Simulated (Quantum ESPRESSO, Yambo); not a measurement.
# WS2 (Tungstenite): Bethe-Salpeter spectra with Yambo, part 3 of 4

How far does the k mesh set the exciton binding of WS2 (Tungstenite)?

Quantum ESPRESSO 7.5 and Yambo 5.3.0; PBE and many-body steps on it, plane waves. Known limits of the many-body steps: not at the basis limit; no spin-orbit coupling in some runs; coarse k mesh; bindings not settled in the k mesh.

So far. Step 7 (Excitons): The lowest state lies at 1.782 eV, 0.613 eV under the direct gap. Step 8 (Empty states on the mesh, 6×6×2 mesh, 100 bands): On this mesh the gap is 0.935 eV.

## 10. k mesh (6×6×2)

This step: Bethe-Salpeter equation on PBE with a scissors shift with spin-orbit coupling, plane waves, norm-conserving pseudopotentials.

File bse5.in:

```
optics
bss
bse
em1s
dipoles
rim_cut
RandQpts= 1000000
RandGvec= 1 RL
Chimod= "HARTREE"
BSKmod= "SEX"
BSEmod= "resonant"
BSSmod= "d"
BSENGexx= 20 Ry
BSENGBlk= 4 Ry
% BSEQptR
 1 | 1 |
%
% BSEBands
 49 | 60 |
%
% BEnRange
 0 | 5 | eV
%
% BDmRange
 0.1 | 0.1 | eV
%
BEnSteps= 101
% BLongDir
 1 | 0 | 0 |
%
% BndsRnXs
 17 | 100 |
%
NGsBlkXs= 4 Ry
% LongDrXs
 1 | 1 | 1 |
%
% KfnQP_E
 0.746 | 1.0 | 1.0 |
%
WRbsWF
FFTGvecs= 30 Ry
```

The run is started by

```sh
OMP_NUM_THREADS=4 mpirun -n 4 yambo -F bse5.in -J bse5 -C bse5 > bse5.log
```

Log:

```text
 Yambo, version 5.3.0

 [02] CORE Variables Setup
 =========================

  [... cell, symmetries and grids as in the set-up ...]

  [02.05] Energies & Occupations
  ==============================

  [X] === General ===
  [X] Electronic Temperature                        :  0.000000  0.000000 [eV K]
  [X] Bosonic    Temperature                        :  0.000000  0.000000 [eV K]
  [X] Finite Temperature mode                       : no
  [X] El. density                                   :  0.49006E+24 [cm-3]
  [X] Fermi Level                                   :  11.79312 [eV]

  [X] === Gaps and Widths ===
  [X] Conduction Band Min                           :  0.935112 [eV]
  [X] Valence Band Max                              :  0.000000 [eV]
  [X] Filled Bands                                  :   52
  [X] Empty Bands                                   :   53  100
  [X] Direct Gap                                    :  1.649008 [eV]
  [X] Direct Gap localized at k                     :  13
  [X] Indirect Gap                                  :  0.935112 [eV]
  [X] Indirect Gap between kpts                     :   1   9
  [X] Last valence band width                       :  1.805929 [eV]
  [X] 1st conduction band width                     :  1.308556 [eV]

 [03] Transferred momenta grid and indexing
 ==========================================

 [BZ sampling] Q-grid is User defined and/or read from the database

 IBZ Q-points                                      :  14
 BZ  Q-points                                      :   72

 K/Q-points units:
 rlu = crystal or reduced units; cc = cartesian coordinates; iku = interal k-units

 Q [ 1]         [rlu]:  0.000000  0.000000  0.000000
 Q [ 2]         [rlu]:  0.000000  0.000000 -0.500000
[...]
Global Gauge                                     : length
  X matrix size                                    :   93
  X band range                                     :   17  100
  X e/h energy range                               : -1.000000 -1.000000 [eV]
  X Time ordering                                  : T
  X Hxc Kernel                                     : HARTREE
  X Drude frequency                                :  0.000000  0.000000
  X poles                                          :  100.0000 [o/o]
  RL vectors in the sum                            :  2009
  [r,Vnl] included                                 : yes
  Field direction                                  :  0.577350E-5  0.577350E-5  0.577350E-5
  BZ energy Double Grid                            : no
  BZ energy DbGd points                            : 0
  BZ Q point size factor                           : -1.000000
  X Optical Averaged directions                    : none

 [08] Bethe Salpeter Equation driver
 ===================================

  [08.01] Bethe Salpeter Equation @q1
  ===================================

   [08.01.01] Transition pre-analysis @q1
   ======================================

   [08.01.02] Transition Groups build-up @q1
   =========================================

   [BSK] Transition groups (total):  28
   [BSK] Size (resonant):  2304
   [BSK]         (total):  2304
   [BSK] N. of matrices :  1

   [08.01.03] Loading Dipoles @q1
   ==============================

   [08.01.04] Independent Particles properties @q1
   ===============================================

   ==========================================================

   [BSE] Exchange components :  1107
   [BSE] Correlation components :    93   811

    [08.01.05.01] Screened interaction header I/O
    =============================================

    [08.01.05.02] Main kernel loop
    ==============================

    [08.01.05.03] Wave-Function Phases
    ==================================

    [BSE] WF phases found       :  44.64286 [o/o]

   [08.01.06] BSE solver(s) @q1
   ============================

   [08.01.07] Diago Solver @q1
   ===========================

 [11] Game Over & Game summary
```

The job ended after 50 s (4 MPI ranks of Arm Neoverse V2, shared host; peak memory 1.6 GiB; 7.1 min of CPU time).

This step gave:

```
transitions in the window                                      : 2304
direct gap of the transition levels                            : 2.395 eV
lowest state                                                   : 2.067 eV
first strong exciton (over a fiftieth of the strongest listed) : 2.128 eV
binding of the lowest state below the direct gap               : 0.3283 eV
Coulomb term of one mesh cell                                  : 0.1791 eV
```

The binding is 1.8 times the screened Coulomb term of one mesh cell (0.18 eV), so it is not shown settled.

The lowest state lies at 2.067 eV, 0.328 eV under the direct gap.

The ε₂ has structure finer than the step of the table below, so its rows give means over 0.2 eV, whole bins alone (the curve runs from 0 to 5 eV). Peaks (eV: height): BSE 2.15: 13.5, 2.55: 10.5, 2.90: 14.3, 3.20: 18.6, 3.60: 18.3, 4.20: 11.8; no electron-hole interaction 2.45: 14.4, 2.85: 11.4, 3.45: 17.5, 3.80: 16.3, 4.40: 11.4.

Field along x; broadening 0.1 eV; transition window only. Limits: finite bands, cutoff and mesh; exciton not shown settled in the k mesh. ε₂ against photon energy; means over each step:

```
photon energy (eV)    BSE  no electron-hole interaction
               0.2  0.125                        0.0984
               0.4  0.147                         0.113
               0.6  0.176                         0.132
               0.8  0.216                         0.157
               1.0  0.273                         0.190
               1.2  0.361                         0.236
               1.4  0.511                         0.303
               1.6  0.815                         0.411
               1.8   1.68                         0.607
               2.0   6.44                          1.05
               2.2   10.3                          2.64
               2.4   6.74                          10.4
               2.6   9.05                          7.79
               2.8   11.2                          8.81
               3.0   12.3                          8.73
               3.2   17.1                          8.95
               3.4   14.4                          15.8
               3.6   16.5                          14.6
               3.8   10.2                          15.6
               4.0   8.78                          13.7
               4.2   10.5                          9.34
               4.4   6.04                          11.0
               4.6   3.17                          9.20
               4.8   2.08                          5.03
```

The window of bands is narrower than in the first exciton run, so this row is not like for like with it.

## 11. Empty states on the mesh, 9×9×2 mesh, 100 bands

This step: Quantum ESPRESSO 7.5; DFT, PBE with spin-orbit coupling, plane waves, norm-conserving pseudopotentials.

File pw.in:

```
&control
  calculation = 'nscf'
  prefix = 'x'
  outdir = 'o'
  pseudo_dir = 'pseudo'
/
&system
  ibrav = 0
  nat = 6
  ntyp = 2
  ecutwfc = 62.0
  nbnd = 100
  force_symmorphic = .true.
  noncolin = .true.
  lspinorb = .true.
/
&electrons
  conv_thr = 1e-9
  electron_maxstep = 80
  diago_full_acc = .true.
  diago_thr_init = 5e-6
/
ATOMIC_SPECIES
  W 183.84 W.upf
  S 32.06 S.upf
CELL_PARAMETERS angstrom
  3.1532000000 0.0000000000 0.0000000000
  -1.5766000000 2.7307513032 0.0000000000
  0.0000000000 0.0000000000 12.3230000000
ATOMIC_POSITIONS crystal
  W 0.3333333333 0.6666666667 0.2500000000
  W 0.6666666667 0.3333333333 0.7500000000
  S 0.3333333333 0.6666666667 0.6225000000
  S 0.6666666667 0.3333333333 0.1225000000
  S 0.3333333333 0.6666666667 0.8775000000
  S 0.6666666667 0.3333333333 0.3775000000
K_POINTS automatic
  9 9 2 0 0 0
```

The run is started by

```sh
OMP_NUM_THREADS=1 mpirun -n 16 pw.x -nk 4 -in pw.in > pw.out
```

Log:

```text
[banner, memory and clock lines left out]
Program PWSCF v.7.5 starts

     Atomic positions and unit cell read from directory:
     o/x.save/

     Message from routine setup:
     using ibrav=0 with symmetry is DISCOURAGED, use correct ibrav instead

     bravais-lattice index     =            0
     lattice parameter (alat)  =       5.9587  a.u.
     unit-cell volume          =     716.0556 (a.u.)^3
     number of atoms/cell      =            6
     number of atomic types    =            2
     number of electrons       =        52.00
[...]
24.3136  24.3136  24.4869  24.4869

          k = 0.0000 0.0000-0.1279 (  5986 PWs)   bands (ev):

[...]
23.9305  23.9305  23.9305  23.9306

          k = 0.0000 0.1283 0.0000 (  5921 PWs)   bands (ev):

[...]
21.4331  21.4331  21.8507  21.8507  22.0125  22.0125  22.2528  22.2528
    22.4335  22.4335  23.1590  23.1590  23.2894  23.2894  23.3220  23.3221
    24.3576  24.3576  24.7423  24.7424

          k = 0.0000 0.1283-0.1279 (  5928 PWs)   bands (ev):

     [... further k-points ...]

     highest occupied, lowest unoccupied level (ev):    11.7931   12.8327

     XML data file, pseudopotentials, collected wavefunctions
```

The job ended after 23 s (16 MPI ranks; peak memory 1.2 GiB).

Numbers from this step:

| Quantity | Value |
| --- | --- |
| gap | 1.040 eV |
| k of the valence top | 0, 0, 0 |
| k of the conduction bottom | 0.1111, 0.2222, 0 |
| least direct gap | 1.649 eV |
| k points computed | 24 |
| lowest point of the top converged band, above the valence top | 12.14 eV |

On this mesh the gap is 1.040 eV.

## 12. Conversion and set-up

This step: Yambo 5.3.0; conversion and set-up on PBE with spin-orbit coupling, plane waves, norm-conserving pseudopotentials.

The run is started by

```sh
(cd o/x.save; p2y > p2y.log; mv SAVE ../..); yambo > setup.log
```

Log:

```text
 Yambo, version 5.3.0

 [02] CORE Variables Setup
 =========================

  [02.01] Unit cells
  ==================

  Cell kind             :  HCP
  Atoms in the cell     :  W  S
  number of W  atoms    :  2
  number of S  atoms    :   4

  List of atomic masses
  Mass of W     :  183.8400
  Mass of S     :  32.06000

  List of atomic coordinates    : [cc]
  W1       : -0.29793E-09   3.4402       5.8218      order 1
  W2       :   2.97934   1.72012  17.46532  order 2
  S1       : -0.29793E-09   3.4402       14.496      order 3
[...]
Q [ 1]         [rlu]:  0.000000  0.000000  0.000000
 Q [ 2]         [rlu]:  0.000000  0.000000 -0.500000
 Q [ 3]         [rlu]:  0.10074E-17  0.11111       0.0000
[...]
Q [ 8]         [rlu]:  0.30223E-17  0.33333     -0.50000
 Q [ 9]         [rlu]:  0.40297E-17  0.44444       0.0000
 Q [10]         [rlu]:  0.40297E-17  0.44444     -0.50000
     [... 12 further rows ...]
 Q [23]         [rlu]:  0.333333  0.333333  0.000000
 Q [24]         [rlu]:  0.333333  0.333333 -0.500000

  [03.01] X indexes
  =================

   [03.01.01] Sigma indexes
   ========================

 [06] Game Over & Game summary
```

Run time: 4 s. Hardware: 1 MPI rank; peak memory 0.25 GiB.

(Part 3 of 4 ends here.)

[Paths, hosts, dates, memory and timing lines, banners, echoed tables and standing remarks are left out of the program output.]

[Logs are printed without paths, hosts, clocks, repeated set-up lines and the standing remarks that a program may print on its own settings, such as how far it seeks lower states.]

[Runs of the session that timed out or met a known fault of the program may be left out.]

[Hosts, paths, dates, database ids (printed as entryN), source tags and the programs' standing remarks are cut or masked in the printed files.]
